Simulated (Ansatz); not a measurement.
**NbIn2 (built on the sites of a database entry of NbB2): from the cell to its phonons**

Wanted: phonon frequencies of NbIn2 (built on the sites of a database entry of NbB2) and what follows from them.

Program: Ansatz 0.2.0. Level of theory: DFT PBEsol, scalar-relativistic, plane waves, PAW. Results are calculated unless marked as measured.

Most raw output is cut from this account.

The structure was built from a prototype and need not be the compound's stable phase.

### Step 1. Set-up

Symmetry: P6/mmm, No. 191, hexagonal system. The conventional cell has a = 3.616 Å, b = 3.616 Å, c = 3.874 Å, α = 90.00°, β = 90.00°, γ = 120.00°. Nearest to Nb lie 12 In at 2.85 Å. In has 3 In at 2.09 Å and 6 Nb at 2.85 Å nearest. Farther neighbours are not listed.

### Step 2. Rough relaxation

A rough relaxation comes first, because large forces or stress need no tight tolerances yet.

input.yaml reads:

```yaml
crystal:
  lattice:
    - [3.61579, 0.0, 0.0]
    - [-1.80789, 3.13136, 0.0]
    - [0.0, 0.0, 3.87356]
  atoms:
    - { symbol: Nb, position: [0.0, 0.0, 0.0] }
    - { symbol: In, position: [0.3333333333, 0.6666666667, 0.5] }
    - { symbol: In, position: [0.6666666667, 0.3333333333, 0.5] }
kpoints:
  mp_grid: { grid: [6, 6, 6] }
hamiltonian:
  xc: pbesol
scf:
  occupations: { method: gaussian, width: 0.1 }
output:
  forces: true
  stress: true
  eigenvalues: true
relax:
  adjacent_minimum: "off"
  f_tol: 0.05
  max_steps: 80
  cell: { stress_tol: 0.5 }
```

The run is started by

```sh
$ ansatz run input.yaml --threads 8 --pin off --max-ram 14336MiB --backend cpu --events-out ev --progress --plain --runs-dir out
```

It took 4.9 s on 8 threads of Arm Neoverse V2, shared host; peak memory 0.42 GiB; 28 s of CPU time.

Relaxation path:

| step | energy less that of the first step (eV) | largest force component (eV/Å) | pressure (GPa) | volume (Å³) |
| --- | --- | --- | --- | --- |
| 1 | 0.0000 | 0.0000 | 133.25 | 43.86 |
| 2 | -4.0265 | 0.0000 | 77.40 | 48.61 |
| 3 | -6.5307 | 0.0000 | 43.30 | 52.90 |
| 4 | -8.1020 | 0.0000 | 23.42 | 55.64 |
| 5 | -8.9396 | 0.0000 | 8.40 | 58.25 |
| 6 | -9.2307 | 0.0000 | 2.20 | 58.43 |
| 7 | -9.4708 | 0.0000 | 0.64 | 57.21 |
| 8 | -9.6257 | 0.0000 | -0.30 | 55.72 |
| 9 | -9.6269 | 0.0000 | 0.37 | 54.97 |
| 10 | -9.6318 | 0.0000 | 0.03 | 55.31 |
| 11* | -10.1061 | 0.0000 | 10.93 | 55.31 |
| 12 | -10.3498 | 0.0000 | 0.03 | 59.85 |
| 13 | -10.4157 | 0.0000 | 0.24 | 59.89 |
| 14* | -10.4170 | 0.0000 | 0.20 | 59.89 |

Relaxation steps marked * repeat the geometry before them on a plane-wave basis chosen anew for their cell, so energy and pressure can jump there.

Forces are held to the 24 operations that the run works with; a distortion that breaks them can't arise in this run.

| cell as run | before | after | change |
| --- | --- | --- | --- |
| a (Å) | 3.616 | 4.898 | +35.5 % |
| b (Å) | 3.616 | 4.898 | +35.5 % |
| c (Å) | 3.874 | 2.883 | -25.6 % |
| volume (Å³/atom) | 14.62 | 19.96 | +36.6 % |

The relaxed structure:

```
Nb In
1.0
     4.89779    0.00000    0.00000
    -2.44889    4.24162    0.00000
     0.00000    0.00000    2.88296
Nb In
1 2
Cartesian
  0.0000 0.0000 0.0000
  0.0000 2.8277 1.4415
  2.4489 1.4139 1.4415
```

This step gave:

| Quantity | Value |
| --- | --- |
| pressure | 0.2021 GPa |
| volume per atom | 19.96 Å³ |
| gap on the k-mesh | 0 eV |

In this step the volume went from 14.62 to 19.96 Å³/atom.

### Step 3. Bringing the structure to rest

Harmonic phonons are second derivatives at a point where the forces vanish, and they are wanted at zero stress, so atoms and cell are relaxed first.

input.yaml reads:

```yaml
crystal:
  lattice:
    - [4.8977931996, -3.9103e-06, 0.0]
    - [-2.4488932134, 4.2416152885, 0.0]
    - [0.0, 0.0, 2.8829622874]
  atoms:
    - { symbol: Nb, position: [0.0, 0.0, 0.0] }
    - { symbol: In, position: [0.3333333333, 0.6666666667, 0.5] }
    - { symbol: In, position: [0.6666666667, 0.3333333333, 0.5] }
kpoints:
  mp_grid: { grid: [12, 12, 14] }
hamiltonian:
  xc: pbesol
scf:
  occupations: { method: gaussian, width: 0.1 }
output:
  forces: true
  stress: true
  eigenvalues: true
  write_density: true
  write_potential: true
  elf: true
  volumetric_format: npy
relax:
  adjacent_minimum: "off"
  f_tol: 0.005
  max_steps: 80
  cell: { stress_tol: 0.05 }
```

It took 6 s on 8 threads; peak memory 0.56 GiB; 43 s of CPU time.

The steps of the relaxation:

| step | energy less that of the first step (eV) | largest force component (eV/Å) | pressure (GPa) | volume (Å³) |
| --- | --- | --- | --- | --- |
| 1 | 0.0000 | 0.0000 | 0.33 | 59.89 |
| 2 | 0.0001 | 0.0000 | -0.61 | 60.31 |
| 3 | -0.0011 | 0.0000 | -0.01 | 60.03 |
| 4* | -0.0012 | 0.0000 | -0.01 | 60.03 |

Relaxation steps marked * repeat the geometry before them on a plane-wave basis chosen anew for their cell, so energy and pressure can jump there.

The run keeps the 24 symmetry operations that it works with, so distortions that break them were not tested.

| conventional cell, symmetrised | before | after | change |
| --- | --- | --- | --- |
| a (Å) | 4.898 | 4.890 | -0.2 % |
| b (Å) | 4.898 | 4.890 | -0.2 % |
| c (Å) | 2.883 | 2.898 | +0.5 % |
| volume (Å³/atom) | 19.96 | 20.01 | +0.2 % |

The relaxed structure:

```cif
data_structure
_symmetry_space_group_name_H-M 'P 1'
_symmetry_Int_Tables_number 1
_cell_length_a 4.8904
_cell_length_b 4.8904
_cell_length_c 2.8981
_cell_angle_alpha 90.000
_cell_angle_beta 90.000
_cell_angle_gamma 120.000
_cell_volume 60.03
loop_
_atom_site_label
_atom_site_type_symbol
_atom_site_fract_x
_atom_site_fract_y
_atom_site_fract_z
_atom_site_occupancy
Nb1 Nb 0.00000 0.00000 0.00000 1
In2 In 0.33333 0.66667 0.50000 1
In3 In 0.66667 0.33333 0.50000 1
```

This step gave:

- pressure: -0.01014 GPa
- volume per atom: 20.01 Å³

Electrostatic potential energy in the ab plane at fractional z = 0.500, with atoms of In within 0.2 Å of it. With pseudopotentials it is smooth inside the atoms' cores, unlike the true potential.

Ten even steps from '_' (-29 eV) to '@' (16 eV), each cell a mean:
```
@@@@@@@@@@%%%%%%@@@@@@@@@@@@
@@@@@@@@##++==++%%@@@@@@@@@@
@@@@%%**::__..--##@@@@@@@@@@
@@@@**..______--%%@@@@@@@@@@
@@%%--______..**@@@@@@@@@@@@
@@##--____::++%%%%##****##%%
%%##++--==**%%%%**::..::++%%
@@@@%%%%%%@@%%++..____..++%%
@@@@@@@@@@@@##::______::**@@
@@@@@@@@@@@@**..____..++%%@@
@@@@@@@@@@@@**--::--**%%@@@@
@@@@@@@@@@@@%%##**%%@@@@@@@@
@@@@@@@@@@@@@@%%@@@@@@@@@@@@
```
Columns run along a (4.9 Å; values clipped at the 3rd and 97th percentile), rows up along b (4.9 Å). Atoms in or near the plane, at fractional coordinates: In at (0.33, 0.67), In at (0.67, 0.33).

Valence density in the ab plane at fractional z = 0.500, with atoms of In within 0.2 Å of it. It is the smooth field of the valence electrons, not physical close to the nuclei.

Ten even steps from '0' (0 e/Å³) to '9' (11 e/Å³), each cell a mean:
```
00000000000000
00000000000000
00002331000000
00027841000000
00149720000000
00134200000000
00010000012100
00000000266300
00000001596200
00000002552000
00000001110000
00000000000000
00000000000000
```
Columns run along a (4.9 Å), rows up along b (4.9 Å). Atoms in or near the plane, at fractional coordinates: In at (0.33, 0.67), In at (0.67, 0.33).

ELF in the ab plane at fractional z = 0.500, with atoms of In within 0.2 Å of it. It is the smooth field of the valence electrons, not physical close to the nuclei.

Ten even steps from '0' (0.00) to '9' (0.46), each cell a mean:
```
88998655699888
89975555589888
99653225589988
97530014589999
75410035687778
65421355655555
65545555543455
76556765300255
99899754000357
99999653003569
88899655445699
88899755557998
88899866689988
```
Columns run along a (4.9 Å), rows up along b (4.9 Å). Atoms in or near the plane, at fractional coordinates: In at (0.33, 0.67), In at (0.67, 0.33).

In this step the volume went from 19.96 to 20.01 Å³/atom.

### Step 4. Relaxing to small forces for the phonons

Phonons need a cell at rest on their own settings, so the relaxation is repeated with tight tolerances on forces and stress, using the mesh and the filling of the phonon run that follows.

input.yaml reads:

```yaml
crystal:
  lattice:
    - [4.8904209341, -3.9044e-06, 0.0]
    - [-2.4452070858, 4.2352307164, 0.0]
    - [0.0, 0.0, 2.8980749584]
  atoms:
    - { symbol: Nb, position: [0.0, 0.0, 0.0] }
    - { symbol: In, position: [0.3333333333, 0.6666666667, 0.5] }
    - { symbol: In, position: [0.6666666667, 0.3333333333, 0.5] }
kpoints:
  mp_grid: { grid: [12, 12, 16] }
hamiltonian:
  xc: pbesol
scf:
  occupations: { method: methfessel_paxton, width: 0.2 }
output:
  forces: true
  stress: true
  eigenvalues: true
relax:
  adjacent_minimum: "off"
  f_tol: 0.001
  max_steps: 60
  cell: { stress_tol: 0.01 }
```

Wall time 5.9 s (8 threads); peak memory 0.58 GiB.

Little changed from the start: no atom moved by 0.005 Å and no cell edge by 0.1 %.

Numbers from this step:

```
pressure        : 0.003958 GPa
volume per atom : 20.00 Å³
```

The forces vanish by symmetry and the pressure is 0.004 GPa, within the tolerances set. The cell now holds 20.00 Å³/atom.

### Step 5. Zone-centre response

The zone centre comes first: it holds the modes that light can see, as far as symmetry allows. No field response is asked, since the mesh shows no gap.

input.yaml, the sections that differ from step 4:

```yaml
crystal:
  lattice:
    - [4.8907978244, -3.9047e-06, 0.0]
    - [-2.4453955306, 4.235557113, 0.0]
    - [0.0, 0.0, 2.8959646942]
  atoms:
    - { symbol: Nb, position: [0.0, 0.0, 0.0] }
    - { symbol: In, position: [0.3333333333, 0.6666666667, 0.5] }
    - { symbol: In, position: [0.6666666667, 0.3333333333, 0.5] }
output:
  eigenvalues: true
phonons:
  method: dfpt
# kpoints, hamiltonian, scf: as in step 4
# relax: removed
```

Elapsed: 52 s, on 8 threads; peak memory 3.1 GiB.

This step gave:

```
sum-rule residual before enforcement                    : 1.11e-4 eV/Å²
point group                                             : 6/mmm
highest optical mode at the zone centre (no LO-TO term) : 172.8 cm⁻¹
lowest optical zone-centre mode                         : 42.03 cm⁻¹
```

Patterns of degenerate modes are one choice out of their space. Modes at Γ, with each element's share of the kinetic energy:

| mode | frequency (cm⁻¹) | symmetry | Nb % | In % |
| --- | --- | --- | --- | --- |
| 1 | 0.0 | acoustic | 29 | 71 |
| 2 | 0.0 | acoustic | 29 | 71 |
| 3 | 0.0 | acoustic | 29 | 71 |
| 4 | 42.0 | B1g | 0 | 100 |
| 5 | 106.7 | A2u | 71 | 29 |
| 6 | 110.7 | E1u | 71 | 29 |
| 7 | 110.7 | E1u | 71 | 29 |
| 8 | 172.8 | E2g | 0 | 100 |
| 9 | 172.8 | E2g | 0 | 100 |

Displacements in mode 4 (42.0 cm⁻¹), the largest set to 1:
```
Nb1  0.00  0.00  0.00
In2  0.00  0.00  1.00
In3  0.00  0.00 -1.00
```

Displacements in mode 8 (172.8 cm⁻¹), the largest set to 1:
```
Nb1  0.00  0.00  0.00
In2  0.65  1.00  0.00
In3 -0.65 -1.00  0.00
```

Before it was imposed, the acoustic sum rule was missed by 1.1e-4 eV/Å². Small misses are needed for a sound result but don't prove that mesh and cutoff are converged. The lowest optical mode is real, 42.0 cm⁻¹.

### Step 6. The dispersion

Stability and thermal properties need the whole zone. Linear response on a 3×3×4 q mesh gives force constants as far as a supercell of that size would.

Changes to input.yaml since step 5:

```diff
@@ -19 +19,9 @@
   method: dfpt
+  qmesh: [3, 3, 4]
+  temperatures: { t_max: 1000, t_step: 50 }
+  qpath:
+    path:
+      - [[0.0, 0.0, 0.0], [0.5, 0.0, 0.0], [0.33333333, 0.33333333, 0.0], [0.0, 0.0, 0.0], [0.0, 0.0, 0.5], [0.5, 0.0, 0.5], [0.33333333, 0.33333333, 0.5], [0.0, 0.0, 0.5]]
+      - [[0.5, 0.0, 0.5], [0.5, 0.0, 0.0]]
+      - [[0.33333333, 0.33333333, 0.5], [0.33333333, 0.33333333, 0.0]]
+    npoints: 10
```

Wall time 12 min (8 threads); peak memory 8.2 GiB.

This step gave:

| Property | Result |
| --- | --- |
| sum-rule residual before enforcement | 2.85e-5 eV/Å² |
| lowest frequency on the path | 0 cm⁻¹ |
| highest frequency on the path or at a solved wavevector | 195.9 cm⁻¹ |
| mean frequency | 120.9 cm⁻¹ |
| Debye temperature (second moment) | 239 K |
| logarithmic mean frequency | 110.4 cm⁻¹ |
| lowest mode on the q mesh (acoustic modes at Γ apart) | 18.74 cm⁻¹ |
| zero-point energy per atom | 22.49 meV |
| heat capacity at 300 K | 24.17 J/(mol atoms K) |
| vibrational entropy at 300 K | 41.19 J/(mol atoms K) |

Frequencies (cm⁻¹) solved at each irreducible wavevector; negative means imaginary. Frequencies by wavevector, by row:

| q in reciprocal lattice units | star | mode 1 | mode 2 | mode 3 | mode 4 | mode 5 | mode 6 | mode 7 | mode 8 | mode 9 |
| --- | --- | --- | --- | --- | --- | --- | --- | --- | --- | --- |
| 0 0 0 | 1 | 0 | 0 | 0 | 42 | 106.7 | 110.7 | 110.7 | 172.8 | 172.8 |
| 0 0 0.25 | 2 | 58.6 | 58.6 | 111 | 121.9 | 121.9 | 129.1 | 155.8 | 165.8 | 165.8 |
| 0 0 -0.5 | 1 | 70.1 | 70.1 | 119.6 | 154.8 | 157 | 157 | 164.6 | 164.6 | 180.8 |
| 0 0.3333 0 | 6 | 40.4 | 43.6 | 51.3 | 80.2 | 95.5 | 109.4 | 112.9 | 167.7 | 183.2 |
| 0 0.3333 0.25 | 12 | 51.2 | 88.4 | 96.4 | 110 | 119.7 | 147.4 | 149.8 | 170.1 | 177.1 |
| 0 0.3333 -0.5 | 6 | 50.1 | 87.8 | 132.1 | 132.2 | 139.8 | 163.3 | 164.2 | 171 | 191.9 |
| 0.3333 0.3333 0 | 2 | 18.7 | 51.4 | 51.4 | 107.9 | 112.8 | 112.8 | 148.3 | 148.3 | 177.1 |
| 0.3333 0.3333 0.25 | 4 | 30.7 | 107.9 | 107.9 | 125.8 | 125.8 | 147.7 | 152.4 | 152.4 | 182.9 |
| 0.3333 0.3333 -0.5 | 2 | 36.2 | 128 | 128 | 128.9 | 132.9 | 132.9 | 184.1 | 184.1 | 186.9 |

Interpolated from a 3×3×4 q mesh. The phonon branches at the labelled points (cm⁻¹):

| point | branch 1 | branch 2 | branch 3 | branch 4 | branch 5 | branch 6 | branch 7 | branch 8 | branch 9 |
| --- | --- | --- | --- | --- | --- | --- | --- | --- | --- |
| Γ | 0 | 0 | 0 | 42 | 107 | 111 | 111 | 173 | 173 |
| halfway | 29 | 41 | 46 | 78 | 89 | 108 | 109 | 171 | 180 |
| M | 44 | 56 | 56 | 68 | 101 | 110 | 132 | 161 | 186 |
| halfway | 38 | 47 | 55 | 89 | 109 | 113 | 135 | 158 | 182 |
| K | 19 | 51 | 51 | 108 | 113 | 113 | 148 | 148 | 177 |
| halfway | 34 | 45 | 46 | 87 | 90 | 109 | 110 | 169 | 181 |
| Γ | 0 | 0 | 0 | 42 | 107 | 111 | 111 | 173 | 173 |
| halfway | 59 | 59 | 111 | 122 | 122 | 129 | 156 | 166 | 166 |
| A | 70 | 70 | 120 | 155 | 157 | 157 | 165 | 165 | 181 |
| halfway | 57 | 78 | 133 | 140 | 144 | 161 | 162 | 169 | 188 |
| L | 43 | 104 | 122 | 126 | 136 | 166 | 167 | 173 | 196 |
| halfway | 40 | 112 | 124 | 129 | 136 | 150 | 172 | 183 | 193 |
| H | 36 | 128 | 128 | 129 | 133 | 133 | 184 | 184 | 187 |
| halfway | 53 | 83 | 135 | 135 | 143 | 157 | 164 | 174 | 189 |
| A | 70 | 70 | 120 | 155 | 157 | 157 | 165 | 165 | 181 |
| jump to L | 43 | 104 | 122 | 126 | 136 | 166 | 167 | 173 | 196 |
| halfway | 49 | 91 | 101 | 110 | 121 | 142 | 156 | 170 | 180 |
| M | 44 | 56 | 56 | 68 | 101 | 110 | 132 | 161 | 186 |
| jump to H | 36 | 128 | 128 | 129 | 133 | 133 | 184 | 184 | 187 |
| halfway | 31 | 108 | 108 | 126 | 126 | 148 | 152 | 152 | 183 |
| K | 19 | 51 | 51 | 108 | 113 | 113 | 148 | 148 | 177 |

(Part 1 of 2 ends here.)

[Logs are printed without paths, hosts, clocks, repeated set-up lines and the standing remarks that a program may print on its own settings, such as how far it seeks lower states.]

[Hosts, paths, dates, database ids (printed as entryN), source tags and the programs' standing remarks are cut or masked in the printed files.]
